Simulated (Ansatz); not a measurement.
# NaTaS3 in Imma, a phase reached by a soft mode: following an unstable mode, part 2 of 2

Wanted: the energy along a soft mode of NaTaS3 in Imma, a phase reached by a soft mode and the structure at the end.

Ansatz 0.2.0; DFT PBE, scalar-relativistic, plane waves, PAW; PAW set soft_1.

So far. Step 4 (The mode frozen in, largest atomic shift 0.14 Å): The run ends at a pressure of 1.11 GPa, with forces up to 0.24 eV/Å. Step 5 (Energy along the mode, all amplitudes (two of the runs …): The lowest of the steps tried is at 0.14 Å, 6.08 meV/atom below the parent; the bottom of the well need not coincide with a step.

The structure was built from a prototype and need not be the compound's stable phase.

### Step 6. Relaxation from the frozen mode

Starting from the lowest point found, all atoms and the cell are let go, so that strain and other modes of the same symmetry can join in.

The input, input.yaml:

```yaml
crystal:
  lattice:
    - [-3.3998947519, 4.6572297887, 3.3312277081]
    - [3.3998947519, -4.6572297887, 3.3312277081]
    - [3.3998947519, 4.6572297887, -3.3312277081]
  atoms:
    - { symbol: Na, position: [0.727867958, 0.9663619734, 0.7384940154] }
    - { symbol: Na, position: [0.272132042, 0.0106260574, 0.2384940154] }
    - { symbol: Ta, position: [0.5, 0.5106535209, 0.0106535209] }
    - { symbol: Ta, position: [0.0, 0.5106535209, 0.5106535209] }
    - { symbol: S, position: [0.8585554358, 0.597477092, 0.2389216562] }
    - { symbol: S, position: [0.1414445642, 0.3803662204, 0.7389216562] }
    - { symbol: S, position: [0.6938088927, -0.0175592523, 0.1705683825] }
    - { symbol: S, position: [0.3118723652, -0.0175592523, 0.788631855] }
    - { symbol: S, position: [0.3061911073, 0.4767594898, 0.288631855] }
    - { symbol: S, position: [0.6881276348, 0.4767594898, 0.6705683825] }
kpoints:
  mp_grid: { grid: [8, 8, 8] }
hamiltonian:
  xc: pbe
  pseudopotentials: { kind: paw, azcp: { folder: soft_1 } }
scf:
  occupations: { method: methfessel_paxton, width: 0.2 }
output:
  forces: true
  stress: true
  eigenvalues: true
relax:
  adjacent_minimum: "off"
  f_tol: 0.002
  max_steps: 120
  cell: { stress_tol: 0.03 }
```

Launch:

```
$ ansatz run input.yaml --threads 4 --pin off --max-ram 16384MiB --backend cpu --events-out ev --progress --plain --runs-dir out
```

Numbers of over 12 decimals in the logs are rounded to 6 here.

The program printed:

```text
[...]
Crystal: 10 atoms, lattice volume = 210.988 Å³
Basis set: ecut = 420 eV, 4111 PW (Γ), exchange–correlation on 90×90×90 points (8 copies of the dense FFT grid, shifted against one another)
Bands: 50, of which v1, the nominal top of the filled ones, is band 40 counted from 1 (39 counted from 0)
Symmetry: 4 space group operations
[...]
k-points: 95 of 512 (time reversal used)
[...]
SCF iter   1: F=—  HF=-28262.147164 eV  |F-HF|=—  |Δ(HF+E_count)|=         —  Δρ=4.21e-2  dr2=3.01e0  ethr=3.10e-3  ⟨swp⟩=7.1  Hψ=19707  notcnv=0
[...]
SCF iter   9: F=-28261.105590 eV  HF=-28261.105590 eV  |F-HF|=2.44e-9  |Δ(HF+E_count)|=   1.01e-7  S|Δr|=    0.00e0  Δρ=1.21e-6  dr2=4.80e-9  ethr=1.25e-10  ⟨swp⟩=13.5  Hψ=23444  notcnv=0
SCF 1 converged in 9 iterations: F = -28261.105590 eV  dr2 = 4.80e-9
[...]
relax step   1: F+E_penalty+E_count = -28261.10558984 eV  Δ(F+E_penalty+E_count) = +0.000e0 eV  max|allowed force component| = 1.997e-1 eV/Å  Δτ_max = 0.0000 Å  P = +1.106 GPa  Ω = 210.988 Å³  (9 SCF iters, dr2 threshold 1.00e-7 eV, accepted)
Crystal: 10 atoms, lattice volume = 213.500 Å³
Basis set: ecut = 420 eV, 4187 PW (Γ), exchange–correlation on 90×90×90 points (8 copies of the dense FFT grid, shifted against one another)
[...]
iter 1 solved again at ethr=5.52e-5 eV; its pass at ethr=3.10e-3 eV (dr2=4.41e-2 eV) is discarded
[...]
SCF iter   7: F=-28261.135840 eV  HF=-28261.135840 eV  |F-HF|=6.56e-8  |Δ(HF+E_count)|=   1.09e-6  S|Δr|=    0.00e0  Δρ=5.73e-6  dr2=9.18e-8  ethr=1.25e-9  ⟨swp⟩=8.5  Hψ=20299  notcnv=0
SCF 2 converged in 7 iterations: F = -28261.135840 eV  dr2 = 9.18e-8
relax step   2: F+E_penalty+E_count = -28261.13584004 eV  Δ(F+E_penalty+E_count) = -3.025e-2 eV  max|allowed force component| = 2.390e-1 eV/Å  Δτ_max = 0.0525 Å  P = -0.425 GPa  Ω = 213.500 Å³  energy of the carried Pulay correction = -2.631e-4 eV  (7 SCF iters, dr2 threshold 1.00e-6 eV, accepted)
Crystal: 10 atoms, lattice volume = 213.615 Å³
[...]
SCF iter   5: F=-28261.147696 eV  HF=-28261.147696 eV  |F-HF|=6.12e-8  |Δ(HF+E_count)|=   5.12e-7  S|Δr|=    0.00e0  Δρ=1.55e-5  dr2=7.68e-7  ethr=1.25e-9  ⟨swp⟩=8.3  Hψ=21832  notcnv=0
SCF 3 converged in 5 iterations: F = -28261.147696 eV  dr2 = 7.68e-7
relax step   3: F+E_penalty+E_count = -28261.14769563 eV  Δ(F+E_penalty+E_count) = -1.186e-2 eV  max|allowed force component| = 1.682e-1 eV/Å  Δτ_max = 0.0208 Å  P = -0.196 GPa  Ω = 213.615 Å³  energy of the carried Pulay correction = -2.751e-4 eV  (5 SCF iters, dr2 threshold 1.00e-6 eV, accepted)
[... from here on, the SCF cycles and remarks between the steps are left out ...]
relax step   4: F+E_penalty+E_count = -28261.15219475 eV  Δ(F+E_penalty+E_count) = -4.499e-3 eV  max|allowed force component| = 1.153e-1 eV/Å  Δτ_max = 0.0280 Å  P = +0.005 GPa  Ω = 213.524 Å³  energy of the carried Pulay correction = -2.657e-4 eV  (6 SCF iters, dr2 threshold 1.00e-6 eV, accepted)
relax step   5: F+E_penalty+E_count = -28261.15476579 eV  Δ(F+E_penalty+E_count) = -2.571e-3 eV  max|allowed force component| = 4.870e-2 eV/Å  Δτ_max = 0.0261 Å  P = +0.018 GPa  Ω = 213.936 Å³  energy of the carried Pulay correction = -3.086e-4 eV  (6 SCF iters, dr2 threshold 8.31e-7 eV, accepted)
relax step   6: F+E_penalty+E_count = -28261.15527383 eV  Δ(F+E_penalty+E_count) = -5.080e-4 eV  max|allowed force component| = 2.904e-2 eV/Å  Δτ_max = 0.0089 Å  P = +0.023 GPa  Ω = 214.147 Å³  energy of the carried Pulay correction = -3.305e-4 eV  (6 SCF iters, dr2 threshold 1.48e-7 eV, accepted)
relax step   7: F+E_penalty+E_count = -28261.15569830 eV  Δ(F+E_penalty+E_count) = -4.245e-4 eV  max|allowed force component| = 4.609e-3 eV/Å  Δτ_max = 0.0083 Å  P = +0.001 GPa  Ω = 214.336 Å³  energy of the carried Pulay correction = -3.501e-4 eV  (6 SCF iters, dr2 threshold 5.27e-8 eV, accepted)
relax step   8: F+E_penalty+E_count = -28261.15572607 eV  Δ(F+E_penalty+E_count) = -2.778e-5 eV  max|allowed force component| = 6.622e-3 eV/Å  Δτ_max = 0.0035 Å  P = -0.006 GPa  Ω = 214.385 Å³  energy of the carried Pulay correction = -3.552e-4 eV  (7 SCF iters, dr2 threshold 1.33e-9 eV, accepted)
relax step   9: F+E_penalty+E_count = -28261.15572674 eV  Δ(F+E_penalty+E_count) = -6.653e-7 eV  max|allowed force component| = 6.136e-3 eV/Å  Δτ_max = 0.0030 Å  P = +0.029 GPa  Ω = 214.363 Å³  energy of the carried Pulay correction = -3.529e-4 eV  (6 SCF iters, dr2 threshold 2.74e-9 eV, rejected (line search))
relax step  10: F+E_penalty+E_count = -28261.15573843 eV  Δ(F+E_penalty+E_count) = -1.235e-5 eV  max|allowed force component| = 1.698e-3 eV/Å  Δτ_max = 0.0015 Å  P = -0.011 GPa  Ω = 214.402 Å³  energy of the carried Pulay correction = -3.570e-4 eV  (7 SCF iters, accepted)
[...]
SCF iter   1: F=—  HF=-28261.155731 eV  |F-HF|=—  |Δ(HF+E_count)|=         —  Δρ=9.26e-5  dr2=5.27e-7  ethr=3.20e-6  ⟨swp⟩=3.0  Hψ=31348  notcnv=0
eigensolver tolerance schedule: the retry pair's looser diagonalisation over-reported the residual by 4858.38 of it (diagonalisation noise at an unbounded share of the residual, at the tolerance the schedule requests for it); recorded, not acted on — ethr = c·dr2/N_el stays at c = 1.0e-1
[...]
SCF iter   2: F=—  HF=-28261.155993 eV  |F-HF|=—  |Δ(HF+E_count)|=   2.62e-4  S|Δr|=    0.00e0  Δρ=4.68e-5  dr2=1.38e-7  ethr=6.58e-10  ⟨swp⟩=3.8  Hψ=11611  notcnv=0
[...]
SCF iter   6: F=-28261.156099 eV  HF=-28261.156099 eV  |F-HF|=0.00e0  |Δ(HF+E_count)|=  5.09e-10  S|Δr|=    0.00e0  Δρ=8.86e-8  dr2=2.58e-11  ethr=1.00e-12  ⟨swp⟩=5.3  Hψ=22914  notcnv=0
SCF 11 converged in 6 iterations: F = -28261.156099 eV  dr2 = 2.58e-11
relax step  11: F+E_penalty+E_count = -28261.15609906 eV  Δ(F+E_penalty+E_count) = -3.606e-4 eV  max|allowed force component| = 1.682e-3 eV/Å  Δτ_max = 0.0000 Å  P = -0.011 GPa  Ω = 214.402 Å³  stress off target by 1.26e-2 GPa  SCF on the basis re-selected at this cell (its energy is not comparable with the rows above)  (6 SCF iters)
basis re-selected at this cell: Δ(F+E_penalty+E_count) = -3.606e-4 eV, ΔP = +0.000 GPa vs the last step (what re-selecting the basis moved, of the pressure what is left beyond the Pulay correction that the steps carried, after the strain that the cell walked since its last selection, with what the two solves' SCF thresholds leave and, on support functions, any second-order correction that the steps lacked; it is no m [...]
SCF converged after 6 iterations
[...]
Free energy (F): -28261.156099 eV
[...]
Internal energy: -28261.157156 eV  (E = F + TS)
E sigma→0 (E₀):  -28261.156363 eV
Entropy (-TS):   0.001057 eV (0.106 meV/atom)
Fermi energy:    6.708967 eV
[...]
--- Forces (eV/Å), atoms counted from 1 ---
  atom   1  Na     0.00027358     0.00000000     0.00026955
  atom   2  Na     0.00027358     0.00000000    -0.00026955
  atom   3  Ta     0.00168251     0.00000000     0.00000000
  atom   4  Ta     0.00168251     0.00000000     0.00000000
  atom   5  S     -0.00002121     0.00000000    -0.00067027
  atom   6  S     -0.00002121     0.00000000     0.00067027
  atom   7  S     -0.00096690     0.00044931    -0.00152040
  atom   8  S     -0.00096690    -0.00044931    -0.00152040
  atom   9  S     -0.00096690    -0.00044931     0.00152040
  atom  10  S     -0.00096690     0.00044931     0.00152040
  max |Σ_I F_I| component: 2.14e-6 eV/Å
--- Stress (GPa, compression-positive) ---
       -0.010526       0.000000       0.000000
        0.000000      -0.008428       0.000000
        0.000000       0.000000      -0.012614
  P = ⅓ Tr σ = -0.0105 GPa (-0.105 kbar)
--- Band table (eV; the first three rows and the last of 95) ---
  k-point 0: bands = [... 36 lower, 5.5223, 5.7817, 5.9714, 6.3086, 6.8976, 7.4451, 7.5749, 8.1713, ... 6 higher]
  k-point 1: bands = [... 36 lower, 5.4889, 5.8975, 5.9424, 6.2234, 7.1030, 7.3776, 7.5523, 8.4251, ... 6 higher]
  k-point 2: bands = [... 36 lower, 5.4048, 5.8190, 5.9916, 6.0404, 7.4124, 7.4937, 7.6543, 8.6245, ... 6 higher]
  k-point 94: bands = [... 36 lower, 4.7328, 4.9052, 5.2219, 6.3342, 7.5246, 7.8039, 8.2800, 8.3761, ... 6 higher]
--- Relaxed structure (10 steps of the walk, 9 accepted, 1 SCFs on fresh bases) ---
  F+E_penalty+E_count = -28261.15609906 eV   max|allowed force component| = 1.682e-3 eV/Å   (the final SCF, on the basis selected at the relaxed cell)
  cell:  # Å, volume = 214.4025 Å³
    - [-3.460904, 4.631944, 3.343620]
    - [3.460904, -4.631944, 3.343620]
    - [3.460904, 4.631944, -3.343620]
  atoms:
    - { symbol: Na, position: [0.729645, 0.953115, 0.723470] }
    - { symbol: Na, position: [0.270355, -0.0061749, 0.223470] }
    - { symbol: Ta, position: [0.500000, 0.523586, 0.023586] }
    - { symbol: Ta, position: [0, 0.523586, 0.523586] }
    - { symbol: S, position: [0.857764, 0.595827, 0.238063] }
    - { symbol: S, position: [0.142236, 0.380299, 0.738063] }
    - { symbol: S, position: [0.696978, -0.011569, 0.170698] }
    - { symbol: S, position: [0.317733, -0.011569, 0.791453] }
    - { symbol: S, position: [0.303022, 0.473720, 0.291453] }
    - { symbol: S, position: [0.682267, 0.473720, 0.670698] }
```

The job ended after 4.8 min (4 threads of Arm Neoverse V1, shared host; peak memory 1 GiB; 19 min of CPU time).

The steps of the relaxation:

```
step  energy less that of the first step (eV)  largest force component (eV/Å)  pressure (GPa)  volume (Å³)
   1                                   0.0000                          0.1997            1.11       210.99
   2                                  -0.0302                          0.2390           -0.42       213.50
   3                                  -0.0421                          0.1682           -0.20       213.61
   4                                  -0.0466                          0.1153            0.00       213.52
   5                                  -0.0492                          0.0487            0.02       213.94
   6                                  -0.0497                          0.0290            0.02       214.15
   7                                  -0.0501                          0.0046            0.00       214.34
   8                                  -0.0501                          0.0066           -0.01       214.39
   9                                  -0.0501                          0.0061            0.03       214.36
  10                                  -0.0501                          0.0017           -0.01       214.40
 11*                                  -0.0505                          0.0017           -0.01       214.40
```

Relaxation steps marked * repeat the geometry before them on a plane-wave basis chosen anew for their cell, so energy and pressure can jump there. Relaxation step 9 was tried and not accepted.

Forces are held to the 4 operations that the run works with; a distortion that breaks them can't arise in this run.

```
conventional cell, symmetrised  before  after  change
                         a (Å)   9.314  9.264  -0.5 %
                         b (Å)   6.662  6.687  +0.4 %
                         c (Å)   6.800  6.922  +1.8 %
              volume (Å³/atom)   21.10  21.44  +1.6 %
```

The atoms that moved most (Å, as changes of fractional coordinates times the final cell):

```
atom      dx      dy      dz  length
 Na2  -0.104   0.000  -0.012   0.105
 Na1  -0.104   0.000   0.012   0.105
 Ta4   0.090   0.000   0.000   0.090
 Ta3   0.090   0.000   0.000   0.090
  S7   0.010  -0.012   0.030   0.034
  S9   0.010   0.012  -0.030   0.034
 S10   0.010  -0.012  -0.030   0.034
  S8   0.010   0.012   0.030   0.034
```

Final coordinates:

```cif
data_structure
_symmetry_space_group_name_H-M 'P 1'
_symmetry_Int_Tables_number 1
_cell_length_a 6.6793
_cell_length_b 6.6793
_cell_length_c 6.6793
_cell_angle_alpha 117.583
_cell_angle_beta 92.187
_cell_angle_gamma 119.921
_cell_volume 214.40
loop_
_atom_site_label
_atom_site_type_symbol
_atom_site_fract_x
_atom_site_fract_y
_atom_site_fract_z
_atom_site_occupancy
Na1 Na 0.72964 0.95311 0.72347 1
Na2 Na 0.27036 0.99383 0.22347 1
Ta3 Ta 0.50000 0.52359 0.02359 1
Ta4 Ta 0.00000 0.52359 0.52359 1
S5 S 0.85776 0.59583 0.23806 1
S6 S 0.14224 0.38030 0.73806 1
S7 S 0.69698 0.98843 0.17070 1
S8 S 0.31773 0.98843 0.79145 1
S9 S 0.30302 0.47372 0.29145 1
S10 S 0.68227 0.47372 0.67070 1
```

Numbers from this step:

```
pressure          : -0.01052 GPa
volume per atom   : 21.44 Å³
gap on the k-mesh : 0.5092 eV
```

The distorted start has space group Ima2; the relaxation ends in Ima2.

### Step 7. The new phase in its own primitive cell

The relaxed structure is symmetrised, reduced to its primitive cell and relaxed tightly, as its phonons need.

The input, input.yaml:

```yaml
crystal:
  lattice:
    - [-4.631943629, 3.3436204199, 3.4609037492]
    - [4.631943629, -3.3436204199, 3.4609037492]
    - [4.631943629, 3.3436204199, -3.4609037492]
  atoms:
    - { symbol: Na, position: [0.9531149335, 0.7234700154, 0.7296449182] }
    - { symbol: Na, position: [0.9938250972, 0.2234700154, 0.2703550818] }
    - { symbol: Ta, position: [0.5235856375, 0.0235856375, 0.5] }
    - { symbol: Ta, position: [0.5235856375, 0.5235856375, 0.0] }
    - { symbol: S, position: [0.5958267288, 0.2380629157, 0.8577638131] }
    - { symbol: S, position: [0.3802991025, 0.7380629157, 0.1422361869] }
    - { symbol: S, position: [0.9884309885, 0.1706975537, 0.6969776807] }
    - { symbol: S, position: [0.9884309885, 0.7914533078, 0.3177334349] }
    - { symbol: S, position: [0.473719873, 0.2914533078, 0.3030223193] }
    - { symbol: S, position: [0.473719873, 0.6706975537, 0.6822665651] }
kpoints:
  mp_grid: { grid: [6, 6, 6] }
hamiltonian:
  xc: pbe
  pseudopotentials: { kind: paw, azcp: { folder: soft_1 } }
scf:
  occupations: { method: fixed }
output:
  forces: true
  stress: true
  eigenvalues: true
relax:
  adjacent_minimum: "off"
  f_tol: 0.001
  max_steps: 60
  cell: { stress_tol: 0.01 }
```

The program printed:

```text
[...]
Crystal: 10 atoms, lattice volume = 214.402 Å³
Basis set: ecut = 420 eV, 4207 PW (Γ), exchange–correlation on 90×90×90 points (8 copies of the dense FFT grid, shifted against one another)
Bands: 50, of which v1, the nominal top of the filled ones, is band 40 counted from 1 (39 counted from 0)
Symmetry: 4 space group operations
[...]
- { symbol: Ta, position: [0.523576, 0.023576, 0.5] }
    - { symbol: Ta, position: [0.523576, 0.523576, 0] }
    - { symbol: S, position: [0.595735, 0.238009, 0.857726] }
    - { symbol: S, position: [0.380282, 0.738009, 0.142274] }
    - { symbol: S, position: [0.988422, 0.170710, 0.696951] }
    - { symbol: S, position: [0.988422, 0.791470, 0.317712] }
    - { symbol: S, position: [0.473759, 0.291470, 0.303049] }
    - { symbol: S, position: [0.473759, 0.670710, 0.682288] }
[key lines of the parts left out:]
SCF converged after 10 iterations
Free energy (F): -28261.156201 eV
Fermi energy:    6.370441 eV
P = ⅓ Tr σ = 0.0050 GPa (0.050 kbar)
```

It took 47 s on 4 threads; peak memory 0.77 GiB; 3.1 min of CPU time.

Little changed from the start: no atom moved by 0.005 Å and no cell edge by 0.1 %.

Numbers from this step:

| Property | Result |
| --- | --- |
| pressure | 0.004974 GPa |
| gap on the k-mesh | 0.5290 eV |
| direct gap on mesh | 0.5887 eV |

The largest force component left is 0.89 meV/Å and the pressure is 0.005 GPa, within the tolerances set. The cell now holds 21.44 Å³/atom.

### Step 8. The phases reached

The phases reached along the modes that were followed are set side by side.

Energies are those of the first relaxation, on the mesh of the frozen mode; space group, volume and gap are those of the last relaxation. Phases, by row:

```
          mode frozen in  space group  energy from parent (meV/atom)  volume (Å³/atom)  gap on mesh (eV)  lowest zone-centre optical mode (cm⁻¹)  largest shift (Å)
                  parent         Imma                              0              21.1                 0                                       –                  –
q = (0, 0, 0), 114i cm⁻¹         Ima2                         -11.05             21.44             0.529                                       –              0.236
```

### Step 9. Outcome

```yaml
unstable_mode_of_the_parent: q = (0, 0, 0), 114i cm⁻¹
depth_at_the_lowest_point_sampled: 6.08 meV/atom
largest_atomic_shift_at_that_point: 0.14 Å
space_group_reached_within_0p01_a: Ima2
energy_gained_over_the_parent_first_relaxation_on_the_mesh_of_the_frozen_mode: 11.0 meV/atom
volume_per_atom_phase_reached: 21.4 Å³
gap_on_the_k_mesh_phase_reached: 0.529 eV
```

In words: Along this mode the structure falls into Ima2, 11.0 meV/atom below the parent. At the parent's cell the well is 6.077 meV/atom deep on the steps tried, with its lowest point at a shift of 0.14 Å. Relaxing atoms and cell changes the gain by +4.97 meV/atom against the lowest step (energies at zero smearing). The modes of the phase reached were not computed on this path. Each path keeps the symmetry of its pattern, so a lower phase may lie along a pattern not tried. With no gap, or one that is small against the smearing, the frequencies hang on the k mesh and the smearing, most of all near Kohn anomalies. A semilocal functional can close a gap that the real compound would have, so the metallic treatment may be an artefact of the level. Spin-orbit coupling is left out, which can matter for the heavy elements here. The starting cell was built on a prototype and not taken from a measurement, so the phase need not exist.

[Logs are printed without paths, hosts, clocks, repeated set-up lines and the standing remarks that a program may print on its own settings, such as how far it seeks lower states.]

[Hosts, paths, dates, database ids (printed as entryN), source tags and the programs' standing remarks are cut or masked in the printed files.]
